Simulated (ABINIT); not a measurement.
**TiO2 (Anatase): G0W0 in ABINIT against the exchange cutoff**

Wanted: the cheapest exchange cutoff that holds the gap of TiO2 (Anatase).

Main program and level: ABINIT 10.8.3; PBE and many-body steps on it, plane waves.

### Step 1. Set-up

Symmetry: I4_1/amd, No. 141, tetragonal system. The conventional cell has a = 3.784 Å, b = 3.784 Å, c = 9.515 Å, α = 90.00°, β = 90.00°, γ = 90.00°. Nearest to Ti lie 6 O at 1.93 to 1.98 Å. O has 3 Ti at 1.93 to 1.98 Å nearest. Farther neighbours and most contacts between anions are not listed.

The cell and positions come from the Crystallography Open Database and are kept as given unless a step says otherwise.

### Step 2. Screening, 4×4×4 mesh, 63 bands, screening to 106.1 eV

This step: ABINIT 10.8.3; RPA screening on PBE, plane waves, norm-conserving pseudopotentials.

The RPA dielectric matrix is built and inverted for each q.

Input file run.abi:

```
acell 3*1.0 Angstrom
rprim 
  -1.892100000000 1.892100000000 4.757300000000
  1.892100000000 -1.892100000000 4.757300000000
  1.892100000000 1.892100000000 -4.757300000000
ntypat 2
znucl 22 8
natom 6
typat 1 1 2 2 2 2
xred 
  0.000000000000 0.000000000000 -0.000000000000
  0.750000000000 0.250000000000 0.500000000000
  0.208100000000 0.208100000000 -0.000000000000
  0.958100000000 0.458100000000 0.500000000000
  0.541900000000 0.041900000000 0.500000000000
  0.791900000000 0.791900000000 -0.000000000000
pp_dirpath "pseudos"
pseudos "Ti.upf, O.upf"
ecut 38
ngkpt 4 4 4
nshiftk 1
shiftk 0 0 0
kptopt 1
chksymbreak 0
istwfk *1
occopt 1
irdwfk 1
optdriver 3
nband 63
ecuteps 3.9
inclvkb 2
awtr 1
symchi 1
indata_prefix "in"
outdata_prefix "out"
tmpdata_prefix "tmp"
```

Started as:

```sh
$ OMP_NUM_THREADS=1 mpirun -n 8 abinit run.abi > log
```

Output:

```text
.Version 10.8.3 of ABINIT. v10.8.2 released Aug 2026.

 Symmetries : space group I4_1/a m d (#141); Bravais tI (body-center tetrag.)
[... echo of the input left out ...]
== DATASET  1 ==================================================================
-   mpi_nproc: 8, omp_nthreads: 1 (-1 if OMP is not activated)

--- !DatasetInfo
iteration_state: {dtset: 1, }
dimensions: {natom: 6, nkpt: 13, mband: 63, nsppol: 1, nspinor: 1, nspden: 1, mpw: 5174, }
cutoff_energies: {ecut:  38.0, pawecutdg:  -1.0, }
electrons: {nelect:   4.80000000E+01, charge:   0.00000000E+00, occopt:   1.00000000E+00, tsmear:   1.00000000E-02, }

 SCREENING: Calculation of the susceptibility and dielectric matrices

 Based on a program developped by R.W. Godby, V. Olevano, G. Onida, and L. Reining.
 Incorporated in ABINIT by V. Olevano, G.-M. Rignanese, and M. Torrent.
.Using double precision arithmetic ; gwpc =  8

[... cell and pseudopotentials left out ...]
--------------------------------------------------------------------------------

 ==== K-mesh for the wavefunctions ====
 Number of points in the irreducible wedge :    13
[... list of points left out ...]
 Together with 16 symmetry operations and time-reversal symmetry
 yields    64 points in the full Brillouin Zone.

 ==== Q-mesh for the screening function ====
 Number of points in the irreducible wedge :    13
[... list of points left out ...]
 Together with 16 symmetry operations and time-reversal symmetry
 yields    64 points in the full Brillouin Zone.

 setmesh: FFT mesh size selected  =    72x   72x   72
          total number of points  =       373248

 vcoul_init : cutoff-mode = AUXILIARY_FUNCTION
 q-points for optical limit:   1
     1)      0.000010    0.000020    0.000030

- screening: taking advantage of time-reversal symmetry
- Maximum band index for partially occupied states nbvw = 24
- Remaining bands to be divided among processors   nbcw = 39
- Number of bands treated by each node ~4

 Number of electrons calculated from density =   48.0000; Expected =   48.0000
 average of density, n =  0.104409
 r_s =    1.3174
 omega_plasma =   31.1690 [eV]

 calculating chi0 at frequencies [eV] :
  1    0.000000E+00    0.000000E+00
  2    0.000000E+00    3.116905E+01

--------------------------------------------------------------------------------
  q-point number  1        q = ( 0.000000, 0.000000, 0.000000) [r.l.u.]
--------------------------------------------------------------------------------
[... chi0 elements left out ...]
 For q-point:  0.000010 0.000020 0.000030
  dielectric constant =   6.7257
  dielectric constant without local fields =   6.9828

  Average fulfillment of the sum rule on Im[epsilon] for q-point    1 :     34.30  [%]
[... wings left out ...]
  q-point number  2        q = ( 0.250000, 0.000000, 0.000000) [r.l.u.]
--------------------------------------------------------------------------------
[... chi0 elements left out ...]
  Average fulfillment of the sum rule on Im[epsilon] for q-point    2 :     49.05  [%]

 [... 11 further q-points ...]
```

The job ended after 7.1 min (8 MPI ranks of Arm Neoverse V1, shared host; peak memory 19 GiB).

This step gave:

- ε∞ with local fields, on this mesh, along the program's q direction: 6.726
- the same without local fields: 6.983
- plasma frequency: 31.17 eV
- plane waves in the screening matrix: 171

Local fields lower ε∞ by 4 %.

### Step 3. 3.8 Ha

This step: G0W0 on PBE, plane waves, norm-conserving pseudopotentials.

run.abi, as its differences from that of step 2:

```diff
@@ -27,8 +27,19 @@
 irdwfk 1
-optdriver 3
+optdriver 4
 nband 63
+gwcalctyp 0
+ecutsigx 3.8
+symsigma 1
+nkptgw 3
+kptgw 
+  0.5000000000 0.5000000000 0.0000000000
+  0.0000000000 0.0000000000 0.0000000000
+  -0.2500000000 -0.2500000000 0.2500000000
+bdgw 
+  23 26
+  23 26
+  23 26
 ecuteps 3.9
-inclvkb 2
-awtr 1
-symchi 1
+irdscr 1
+ppmodel 1
 indata_prefix "in"
```

Output:

```text
.Version 10.8.3 of ABINIT. v10.8.2 released Aug 2026.

 Symmetries : space group I4_1/a m d (#141); Bravais tI (body-center tetrag.)
[... echo of the input left out ...]
== DATASET  1 ==================================================================
-   mpi_nproc: 8, omp_nthreads: 1 (-1 if OMP is not activated)

--- !DatasetInfo
iteration_state: {dtset: 1, }
dimensions: {natom: 6, nkpt: 13, mband: 63, nsppol: 1, nspinor: 1, nspden: 1, mpw: 5174, }
cutoff_energies: {ecut:  38.0, pawecutdg:  -1.0, }
electrons: {nelect:   4.80000000E+01, charge:   0.00000000E+00, occopt:   1.00000000E+00, tsmear:   1.00000000E-02, }

 SIGMA: Calculation of the GW corrections

 Based on a program developped by R.W. Godby, V. Olevano, G. Onida, and L. Reining.
 Incorporated in ABINIT by V. Olevano, G.-M. Rignanese, and M. Torrent.
.Using double precision arithmetic ; gwpc =  8

[... cell and pseudopotentials left out ...]
--------------------------------------------------------------------------------

 ==== K-mesh for the wavefunctions ====
 Number of points in the irreducible wedge :    13
[... list of points left out ...]
 Together with 16 symmetry operations and time-reversal symmetry
 yields    64 points in the full Brillouin Zone.

 ==== Q-mesh for screening function ====
 Number of points in the irreducible wedge :    13
[... list of points left out ...]
 Together with 16 symmetry operations and time-reversal symmetry
 yields    64 points in the full Brillouin Zone.

 vcoul_init : cutoff-mode = AUXILIARY_FUNCTION
 q-points for optical limit:   1
     1)      0.000010    0.000020    0.000030
 setmesh: FFT mesh size selected  =    72x   72x   72
          total number of points  =       373248

 Number of electrons calculated from density =   48.0000; Expected =   48.0000
 average of density, n =  0.104409
 r_s =    1.3174
 omega_plasma =   31.1690 [eV]

 === KS Band Gaps ===
  >>>> For spin  1
   Minimum direct gap =   2.4917 [eV], located at k-point      :  -0.2500 -0.2500  0.2500
   Fundamental gap    =   2.1887 [eV], Top of valence bands at :   0.5000  0.5000  0.0000
                                       Bottom of conduction at :   0.0000  0.0000  0.0000
 SIGMA fundamental parameters:
 PLASMON POLE MODEL  1
 number of plane-waves for SigmaX                  163
 number of plane-waves for SigmaC and W            163
 number of plane-waves for wavefunctions          5117
 number of bands                                    63
 number of independent spin polarizations            1
 number of spinorial components                      1
 number of k-points in IBZ                          13
 number of q-points in IBZ                          13
 number of symmetry operations                      16
 number of k-points in BZ                           64
 number of q-points in BZ                           64
 number of frequencies for dSigma/dE                 9
 frequency step for dSigma/dE [eV]                0.25
 number of omega for Sigma on real axis              0
 max omega for Sigma on real axis  [eV]           0.00
 zcut for avoiding poles [eV]                     0.10

 EPSILON^-1 parameters (SCR file):
 dimension of the eps^-1 matrix on file            171
 dimension of the eps^-1 matrix used               163
 number of plane-waves for wavefunctions          5117
 number of bands                                    63
 number of q-points in IBZ                          13
 number of frequencies                               2
 number of real frequencies                          1
 number of imag frequencies                          1

 matrix elements of self-energy operator (all in [eV])

 Perturbative Calculation

--- !SelfEnergy_ee
iteration_state: {dtset: 1, }
kpoint     : [   0.500,    0.500,    0.000, ]
spin       : 1
KS_gap     :    3.429
QP_gap     :    6.325
Delta_QP_KS:    2.896
data: !SigmaeeData |
     Band     E0 <VxcDFT>   SigX SigC(E0)      Z dSigC/dE  Sig(E)    E-E0       E
       23   4.093 -20.082 -22.124   5.272   0.761  -0.314 -17.624   2.458   6.551
       24   4.093 -20.082 -22.124   5.272   0.761  -0.314 -17.624   2.458   6.551
       25   7.522 -21.007  -8.364  -5.640   0.765  -0.308 -15.653   5.354  12.876
       26   7.522 -21.007  -8.364  -5.640   0.765  -0.308 -15.653   5.354  12.876

--- !SelfEnergy_ee
iteration_state: {dtset: 1, }
kpoint     : [   0.000,    0.000,    0.000, ]
spin       : 1
KS_gap     :    2.617
QP_gap     :    5.165
Delta_QP_KS:    2.548
data: !SigmaeeData |
     Band     E0 <VxcDFT>   SigX SigC(E0)      Z dSigC/dE  Sig(E)    E-E0       E
       23   3.664 -19.550 -21.898   5.312   0.758  -0.319 -17.303   2.248   5.912
       24   3.664 -19.550 -21.898   5.312   0.758  -0.319 -17.303   2.248   5.912
[...]
--- !SelfEnergy_ee
iteration_state: {dtset: 1, }
kpoint     : [  -0.250,   -0.250,    0.250, ]
spin       : 1
KS_gap     :    2.492
QP_gap     :    4.839
Delta_QP_KS:    2.347
data: !SigmaeeData |
     Band     E0 <VxcDFT>   SigX SigC(E0)      Z dSigC/dE  Sig(E)    E-E0       E
[...]
24   3.893 -20.281 -22.209   5.219   0.763  -0.311 -17.771   2.510   6.403
       25   6.385 -19.488  -8.142  -5.113   0.779  -0.283 -14.631   4.858  11.242
       26   6.912 -20.310  -8.044  -5.541   0.771  -0.297 -15.124   5.186  12.098

== END DATASET(S) ==============================================================
================================================================================

 -outvars: echo values of variables after computation  --------
           etotal      0.0000000000E+00
            nband          63
             nkpt          13
          spgroup         141
 [... the other variables as echoed above ...]

 Calculation completed.
```

Elapsed: 17 s, on 8 MPI ranks; peak memory 7.1 GiB; 2.3 min of CPU time.

This step gave:

| Quantity | Value |
| --- | --- |
| G0W0 gap on the points computed | 4.526 eV |
| starting gap on the mesh | 2.189 eV |
| k of the valence top | 0.5, 0.5, 0 |
| k of the conduction bottom | 0, 0, 0 |
| Z at the valence top | 0.761 |
| Z at the conduction bottom | 0.781 |
| least direct G0W0 gap on the computed points | 4.839 eV |

### Step 4. 7.6 Ha

run.abi, as its differences from that of step 3:

```diff
@@ -30,3 +30,3 @@
 gwcalctyp 0
-ecutsigx 3.8
+ecutsigx 7.6
 symsigma 1
```

Output:

```text
.Version 10.8.3 of ABINIT. v10.8.2 released Aug 2026.

 Symmetries : space group I4_1/a m d (#141); Bravais tI (body-center tetrag.)
[... echo of the input left out ...]
== DATASET  1 ==================================================================
-   mpi_nproc: 8, omp_nthreads: 1 (-1 if OMP is not activated)

--- !DatasetInfo
iteration_state: {dtset: 1, }
dimensions: {natom: 6, nkpt: 13, mband: 63, nsppol: 1, nspinor: 1, nspden: 1, mpw: 5174, }
cutoff_energies: {ecut:  38.0, pawecutdg:  -1.0, }
electrons: {nelect:   4.80000000E+01, charge:   0.00000000E+00, occopt:   1.00000000E+00, tsmear:   1.00000000E-02, }

 SIGMA: Calculation of the GW corrections

 Based on a program developped by R.W. Godby, V. Olevano, G. Onida, and L. Reining.
 Incorporated in ABINIT by V. Olevano, G.-M. Rignanese, and M. Torrent.
.Using double precision arithmetic ; gwpc =  8

[... cell and pseudopotentials left out ...]
--------------------------------------------------------------------------------

 ==== K-mesh for the wavefunctions ====
 Number of points in the irreducible wedge :    13
[... list of points left out ...]
 Together with 16 symmetry operations and time-reversal symmetry
 yields    64 points in the full Brillouin Zone.

 ==== Q-mesh for screening function ====
 Number of points in the irreducible wedge :    13
[... list of points left out ...]
 Together with 16 symmetry operations and time-reversal symmetry
 yields    64 points in the full Brillouin Zone.

 vcoul_init : cutoff-mode = AUXILIARY_FUNCTION
 q-points for optical limit:   1
     1)      0.000010    0.000020    0.000030
 setmesh: FFT mesh size selected  =    72x   72x   72
          total number of points  =       373248

 Number of electrons calculated from density =   48.0000; Expected =   48.0000
[...]
number of plane-waves for wavefunctions          5117
 number of bands                                    63
 number of q-points in IBZ                          13
 number of frequencies                               2
 number of real frequencies                          1
 number of imag frequencies                          1

 matrix elements of self-energy operator (all in [eV])

 Perturbative Calculation

--- !SelfEnergy_ee
iteration_state: {dtset: 1, }
kpoint     : [   0.500,    0.500,    0.000, ]
spin       : 1
KS_gap     :    3.429
QP_gap     :    5.856
Delta_QP_KS:    2.427
data: !SigmaeeData |
     Band     E0 <VxcDFT>   SigX SigC(E0)      Z dSigC/dE  Sig(E)    E-E0       E
       23   4.093 -20.082 -23.888   5.287   0.760  -0.315 -18.956   1.126   5.219
       24   4.093 -20.082 -23.888   5.287   0.760  -0.315 -18.956   1.126   5.219
       25   7.522 -21.007 -10.723  -5.634   0.764  -0.309 -17.454   3.553  11.075
[...]
--- !SelfEnergy_ee
iteration_state: {dtset: 1, }
kpoint     : [   0.000,    0.000,    0.000, ]
spin       : 1
KS_gap     :    2.617
QP_gap     :    4.755
Delta_QP_KS:    2.137
data: !SigmaeeData |
     Band     E0 <VxcDFT>   SigX SigC(E0)      Z dSigC/dE  Sig(E)    E-E0       E
[...]
--- !SelfEnergy_ee
iteration_state: {dtset: 1, }
kpoint     : [  -0.250,   -0.250,    0.250, ]
spin       : 1
KS_gap     :    2.492
QP_gap     :    4.522
Delta_QP_KS:    2.031
data: !SigmaeeData |
     Band     E0 <VxcDFT>   SigX SigC(E0)      Z dSigC/dE  Sig(E)    E-E0       E
[...]
25   6.385 -19.488 -10.336  -5.090   0.779  -0.283 -16.324   3.164   9.549
       26   6.912 -20.310 -10.404  -5.518   0.771  -0.297 -16.927   3.383  10.294

== END DATASET(S) ==============================================================
================================================================================

 -outvars: echo values of variables after computation  --------
           etotal      0.0000000000E+00
            nband          63
             nkpt          13
          spgroup         141
 [... the other variables as echoed above ...]

 Calculation completed.
```

The job ended after 18 s (8 MPI ranks; peak memory 7.1 GiB; 2.3 min of CPU time).

This step gave:

* G0W0 gap on the points computed: 4.185 eV
* starting gap on the mesh: 2.189 eV
* k of the valence top: 0.5, 0.5, 0
* k of the conduction bottom: 0, 0, 0
* Z at the valence top: 0.76
* Z at the conduction bottom: 0.781
* least direct G0W0 gap on the computed points: 4.522 eV

(Part 1 of 2 ends here.)

[Paths, hosts, dates, memory and timing lines, banners, echoed tables and standing remarks are left out of the program output.]

[Logs are printed without paths, hosts, clocks, repeated set-up lines and the standing remarks that a program may print on its own settings, such as how far it seeks lower states.]

[Runs of the session that timed out or met a known fault of the program may be left out.]

[No measured gap is set beside runs whose start may be inverted or whose files or cutoffs have a known fault.]

[Hosts, paths, dates, database ids (printed as entryN), source tags and the programs' standing remarks are cut or masked in the printed files.]

[G0W0 gaps are taken among the corrected bands and points alone; a level outside them can change the order at an edge.]

[Where Ansatz stands beside ABINIT at settings called matched, ABINIT's density can come from a denser mesh and the files from another edition; pairs whose starting gaps differed by over 0.03 eV were left out, so agreement reads better than it is.]
